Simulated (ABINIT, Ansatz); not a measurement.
# K2TaNbO6 (Fm-3m): one start, several treatments of the self-energy

How much does the gap of K2TaNbO6 (Fm-3m) depend on the approximation to the self-energy?

Main program and level: ABINIT 10.8.3; PBEsol and many-body steps on it, plane waves.

Most raw output is cut from this account.

**1. The starting structure**

Symmetry: Fm-3m, No. 225, cubic system. Conventional cell: a = 8.089 Å, b = 8.089 Å, c = 8.089 Å, α = 90.00°, β = 90.00°, γ = 90.00°. Nearest to K lie 12 O at 2.86 Å. Nearest to Ta lie 6 O at 2.01 Å. Nb has 6 O at 2.03 Å nearest. Nearest to O lie 1 Ta at 2.01 Å and 1 Nb at 2.03 Å and 4 K at 2.86 Å. Farther neighbours and most contacts between anions are not listed.

Coordinates:

```cif
data_structure
_symmetry_space_group_name_H-M 'Fm-3m'
_symmetry_Int_Tables_number 225
_cell_length_a 8.0889
_cell_length_b 8.0889
_cell_length_c 8.0889
_cell_angle_alpha 90.000
_cell_angle_beta 90.000
_cell_angle_gamma 90.000
_cell_volume 529.25
loop_
_atom_site_label
_atom_site_type_symbol
_atom_site_symmetry_multiplicity
_atom_site_Wyckoff_symbol
_atom_site_fract_x
_atom_site_fract_y
_atom_site_fract_z
_atom_site_occupancy
K1 K 8 c 0.25000 0.75000 0.75000 1
Ta1 Ta 4 b 0.50000 0.00000 0.00000 1
Nb1 Nb 4 a 0.00000 0.00000 0.00000 1
O1 O 24 e 0.25097 0.00000 0.00000 1
```

The cell and positions are those that the Materials Project relaxed with its own functionals (PBE, PBE+U or r2SCAN), kept fixed. Spin-orbit coupling is left out unless a step names it.

**2. Empty states on the mesh, 2×2×2 mesh, 278 bands**

This step: ABINIT 10.8.3; DFT, PBEsol, plane waves, norm-conserving pseudopotentials.

The sums over transitions need many empty states on a uniform mesh; this step solves for them.

The input, run.abi:

```
acell 3*1.0 Angstrom
rprim 
  -0.000000000000 4.044428000000 4.044428000000
  4.044428000000 -0.000000000000 4.044428000000
  4.044428000000 4.044428000000 -0.000000000000
ntypat 4
znucl 19 73 41 8
natom 10
typat 1 1 2 3 4 4 4 4 4 4
xred 
  0.250000000000 0.250000000000 0.250000000000
  0.750000000000 0.750000000000 0.750000000000
  0.500000000000 0.500000000000 0.500000000000
  -0.000000000000 0.000000000000 -0.000000000000
  0.749028000000 0.250972000000 0.250972000000
  0.250972000000 0.749028000000 0.749028000000
  0.250972000000 0.749028000000 0.250972000000
  0.749028000000 0.250972000000 0.749028000000
  0.250972000000 0.250972000000 0.749028000000
  0.749028000000 0.749028000000 0.250972000000
pp_dirpath "pseudos"
pseudos "K.upf, Ta.upf, Nb.upf, O.upf"
ecut 37
ngkpt 2 2 2
nshiftk 1
shiftk 0 0 0
kptopt 1
chksymbreak 0
iscf -2
irdden 1
istwfk *1
nband 278
nbdbuf 24
tolwfr 1e-09
nstep 60
prtvol 0
indata_prefix "in"
outdata_prefix "out"
tmpdata_prefix "tmp"
```

Command:

```bash
OMP_NUM_THREADS=1 mpirun -n 4 abinit run.abi > log
```

Run time: 3.9 min. Hardware: 4 MPI ranks of Intel Xeon Platinum 8488C (Sapphire Rapids), shared host; peak memory 0.49 GiB; 16 min of CPU time.

This step gave:

```yaml
gap: 1.698 eV
k_of_the_valence_top: 0, 0, 0
k_of_the_conduction_bottom: 0, 0, 0
least_direct_gap: 1.698 eV
k_points_computed: 3
lowest_point_of_the_top_converged_band_above_the_valence_top: 71.9812 eV
```

On this mesh the gap is 1.698 eV.

The density comes from a self-consistent run that is not shown.

**3. Screening, 2×2×2 mesh, 127 bands, screening to 114.3 eV**

The RPA dielectric matrix is built and inverted for each q.

This step: RPA screening on PBEsol, plane waves, norm-conserving pseudopotentials.

run.abi: that of step 2 with these lines changed.

```diff
@@ -28,10 +28,11 @@
 chksymbreak 0
-iscf -2
-irdden 1
 istwfk *1
-nband 278
-nbdbuf 24
-tolwfr 1e-09
-nstep 60
-prtvol 0
+occopt 1
+irdwfk 1
+optdriver 3
+nband 127
+ecuteps 4.2
+inclvkb 2
+awtr 1
+symchi 1
 indata_prefix "in"
```

Elapsed: 49 s, on 4 MPI ranks; peak memory 2 GiB.

Numbers from this step:

- ε∞ with local fields, on this mesh, along the program's q direction: 8.435
- the same without local fields: 8.931
- plasma frequency: 28.87 eV
- plane waves in the screening matrix: 339

Local fields lower ε∞ by 6 %. On a Γ-centred mesh this coarse the value itself is usually too large, while a short band sum pulls it down.

**4. G0W0, Godby-Needs plasmon pole**

The self-energy is evaluated for the states that the input lists, and the levels follow from it, in one-shot runs by the linearised quasiparticle equation.

This step: G0W0 on PBEsol, plane waves, norm-conserving pseudopotentials.

run.abi: that of step 3 with these lines changed.

```diff
@@ -31,8 +31,15 @@
 irdwfk 1
-optdriver 3
+optdriver 4
 nband 127
+gwcalctyp 0
+ecutsigx 37
+symsigma 1
+nkptgw 1
+kptgw 
+  0.0000000000 0.0000000000 0.0000000000
+bdgw 
+  38 43
 ecuteps 4.2
-inclvkb 2
-awtr 1
-symchi 1
+irdscr 1
+ppmodel 1
 indata_prefix "in"
```

Run time: 8.5 s. Hardware: 4 MPI ranks; peak memory 1.2 GiB.

Numbers from this step:

| Property | Result |
| --- | --- |
| G0W0 gap on the points computed | 3.032 eV |
| starting gap on the mesh | 1.698 eV |
| k of the valence top | 0, 0, 0 |
| k of the conduction bottom | 0, 0, 0 |
| Z at the valence top | 0.766 |
| Z at the conduction bottom | 0.818 |
| least direct G0W0 gap on the computed points | 3.032 eV |

The gap on the mesh goes from 1.70 eV to 3.03 eV, a correction of +1.33 eV.

**5. G0W0, Engel-Farid plasmon pole**

run.abi: that of step 4 with these lines changed.

```diff
@@ -43,3 +43,3 @@
 irdscr 1
-ppmodel 1
+ppmodel 4
 indata_prefix "in"
```

The job ended after 7.4 s (4 MPI ranks; peak memory 1.2 GiB; 29 s of CPU time).

Numbers from this step:

```
G0W0 gap on the points computed              : 3.012 eV
starting gap on the mesh                     : 1.698 eV
k of the valence top                         : 0, 0, 0
k of the conduction bottom                   : 0, 0, 0
Z at the valence top                         : 0.788
Z at the conduction bottom                   : 0.836
least direct G0W0 gap on the computed points : 3.012 eV
```

Against G0W0 in ABINIT (2×2×2 mesh, 127 bands, screening to 114.3 eV, Godby-Needs plasmon pole), the gap moves by −0.020 eV.

**6. G0W0, Hybertsen-Louie plasmon pole**

run.abi: that of step 5 with these lines changed.

```diff
@@ -43,3 +43,3 @@
 irdscr 1
-ppmodel 4
+ppmodel 2
 indata_prefix "in"
```

Run time: 8.4 s. Hardware: 4 MPI ranks; peak memory 1.2 GiB; 33 s of CPU time.

This step gave:

```yaml
g0w0_gap_on_the_points_computed: 3.585 eV
starting_gap_on_the_mesh: 1.698 eV
k_of_the_valence_top: 0, 0, 0
k_of_the_conduction_bottom: 0, 0, 0
least_direct_g0w0_gap_on_the_computed_points: 3.585 eV
```

Against G0W0 in ABINIT (2×2×2 mesh, 127 bands, screening to 114.3 eV, Godby-Needs plasmon pole), the gap moves by +0.553 eV.

**7. One-shot COHSEX**

This step: one-shot COHSEX on PBEsol, plane waves, norm-conserving pseudopotentials.

run.abi: that of step 6 with these lines changed.

```diff
@@ -33,3 +33,3 @@
 nband 127
-gwcalctyp 0
+gwcalctyp 7
 ecutsigx 37
@@ -43,3 +43,2 @@
 irdscr 1
-ppmodel 2
 indata_prefix "in"
```

Elapsed: 5.5 s, on 4 MPI ranks; peak memory 0.35 GiB.

Numbers from this step:

* quasiparticle gap on the points computed: 3.253 eV
* starting gap on the mesh: 1.698 eV
* k of the valence top: 0, 0, 0
* k of the conduction bottom: 0, 0, 0
* least direct quasiparticle gap on the computed points: 3.253 eV

Against G0W0 in ABINIT (2×2×2 mesh, 127 bands, screening to 114.3 eV, Godby-Needs plasmon pole), the gap moves by +0.221 eV.

**8. One-shot Hartree-Fock**

This step: one-shot Hartree-Fock on PBEsol, plane waves, norm-conserving pseudopotentials.

run.abi: that of step 7 with these lines changed.

```diff
@@ -32,4 +32,4 @@
 optdriver 4
-nband 127
-gwcalctyp 7
+nband 44
+gwcalctyp 5
 ecutsigx 37
@@ -41,4 +41,4 @@
   38 43
-ecuteps 4.2
-irdscr 1
+ixc_sigma 40
+fftgw 31
 indata_prefix "in"
```

It took 4.9 s on 4 MPI ranks; peak memory 0.33 GiB.

This step gave:

| Property | Result |
| --- | --- |
| quasiparticle gap on the points computed | 12.24 eV |
| starting gap on the mesh | 1.698 eV |
| k of the valence top | 0, 0, 0 |
| k of the conduction bottom | 0, 0, 0 |
| least direct quasiparticle gap on the computed points | 12.24 eV |

Against G0W0 in ABINIT (2×2×2 mesh, 127 bands, screening to 114.3 eV, Godby-Needs plasmon pole), the gap moves by +9.204 eV.

**9. Screening, 2×2×2 mesh, 127 bands, screening to 114.3 eV**

This step: RPA screening on PBEsol, plane waves, norm-conserving pseudopotentials.

run.abi: that of step 8 with these lines changed.

```diff
@@ -31,14 +31,14 @@
 irdwfk 1
-optdriver 4
-nband 44
-gwcalctyp 5
-ecutsigx 37
-symsigma 1
-nkptgw 1
-kptgw 
-  0.0000000000 0.0000000000 0.0000000000
-bdgw 
-  38 43
-ixc_sigma 40
-fftgw 31
+optdriver 3
+nband 127
+ecuteps 4.2
+inclvkb 2
+awtr 1
+symchi 1
+gwcalctyp 2
+nfreqre 16
+freqremax 40 eV
+nfreqim 8
+spmeth 1
+nomegasf 120
 indata_prefix "in"
```

The job ended after 57 s (4 MPI ranks; peak memory 2.8 GiB).

This step gave:

- ε∞ with local fields, on this mesh, along the program's q direction: 8.589
- the same without local fields: 9.101
- plasma frequency: 28.87 eV
- plane waves in the screening matrix: 339

**10. G0W0, contour deformation**

This step: G0W0 on PBEsol, plane waves, norm-conserving pseudopotentials.

run.abi: that of step 9 with these lines changed.

```diff
@@ -31,14 +31,14 @@
 irdwfk 1
-optdriver 3
+optdriver 4
 nband 127
+gwcalctyp 2
+ecutsigx 37
+symsigma 1
+nkptgw 1
+kptgw 
+  0.0000000000 0.0000000000 0.0000000000
+bdgw 
+  38 43
 ecuteps 4.2
-inclvkb 2
-awtr 1
-symchi 1
-gwcalctyp 2
-nfreqre 16
-freqremax 40 eV
-nfreqim 8
-spmeth 1
-nomegasf 120
+irdscr 1
 indata_prefix "in"
```

Elapsed: 7.3 s, on 4 MPI ranks; peak memory 1.4 GiB.

Numbers from this step:

```
G0W0 gap on the points computed              : 3.012 eV
starting gap on the mesh                     : 1.698 eV
k of the valence top                         : 0, 0, 0
k of the conduction bottom                   : 0, 0, 0
least direct G0W0 gap on the computed points : 3.012 eV
```

Against G0W0 in ABINIT (2×2×2 mesh, 127 bands, screening to 114.3 eV, Godby-Needs plasmon pole), the gap moves by −0.020 eV.

**11. Side by side**

Times are wall times on 4 MPI ranks of Intel Xeon Platinum 8488C (Sapphire Rapids), shared host, good to a factor of about two. A run's time includes the screening step that it read.

```tsv
run	mesh	bands	screening cutoff (eV)	DFT gap (eV)	gap on the mesh (eV)	direct (eV)	ε∞ used	time
G0W0, Godby-Needs plasmon pole	2×2×2	127	114.3	1.698	3.032	3.032	8.43	57 s
G0W0, Engel-Farid plasmon pole	2×2×2	127	114.3	1.698	3.012	3.012	8.43	56 s
G0W0, Hybertsen-Louie plasmon pole	2×2×2	127	114.3	1.698	3.585	3.585	8.43	57 s
one-shot COHSEX	2×2×2	127	114.3	1.698	3.253	3.253	8.43	54 s
one-shot Hartree-Fock	2×2×2	-	-	1.698	12.236	12.236	-	4.9 s
G0W0, contour deformation	2×2×2	127	114.3	1.698	3.012	3.012	8.59	64 s
```

**12. Results**

| Quantity | Value |
| --- | --- |
| G0W0, Godby-Needs plasmon pole | 3.032 eV |
| G0W0, Engel-Farid plasmon pole | 3.012 eV |
| G0W0, Hybertsen-Louie plasmon pole | 3.585 eV |
| one-shot COHSEX | 3.253 eV |
| one-shot Hartree-Fock | 12.236 eV |
| G0W0, contour deformation | 3.012 eV |
| known limits | not at the basis limit; no spin-orbit coupling; coarse k mesh |

G0W0, Engel-Farid plasmon pole: −0.020 eV against G0W0, Godby-Needs plasmon pole. G0W0, Hybertsen-Louie plasmon pole: +0.553 eV against G0W0, Godby-Needs plasmon pole. One-shot COHSEX: +0.221 eV against G0W0, Godby-Needs plasmon pole. One-shot Hartree-Fock: +9.204 eV against G0W0, Godby-Needs plasmon pole. G0W0, contour deformation: −0.020 eV against G0W0, Godby-Needs plasmon pole. Bare exchange alone opens the gap to 12.24 eV; against G0W0, correlation takes back 9.20 eV. Bands and cutoff are finite, so the gap is not at the basis limit. The miss can reach some tenths of an eV and take either sign; the mesh is an error of its own. In the G0W0 runs levels were corrected at 1 k point alone, so a gap called «on the mesh» is the least over those, and an edge elsewhere would be missed. The 2×2×2 mesh is coarse for this cell, which bears on the long-range parts of exchange and screening. The many-body steps are scalar-relativistic: spin-orbit coupling is not in them.

[Paths, hosts, dates, memory and timing lines, banners, echoed tables and standing remarks are left out of the program output.]

[Logs are printed without paths, hosts, clocks, repeated set-up lines and the standing remarks that a program may print on its own settings, such as how far it seeks lower states.]

[Runs of the session that timed out or met a known fault of the program may be left out.]

[Hosts, paths, dates, database ids (printed as entryN), source tags and the programs' standing remarks are cut or masked in the printed files.]

[G0W0 gaps are taken among the corrected bands and points alone; a level outside them can change the order at an edge.]

[Where Ansatz stands beside ABINIT at settings called matched, ABINIT's density can come from a denser mesh and the files from another edition; pairs whose starting gaps differed by over 0.03 eV were left out, so agreement reads better than it is.]
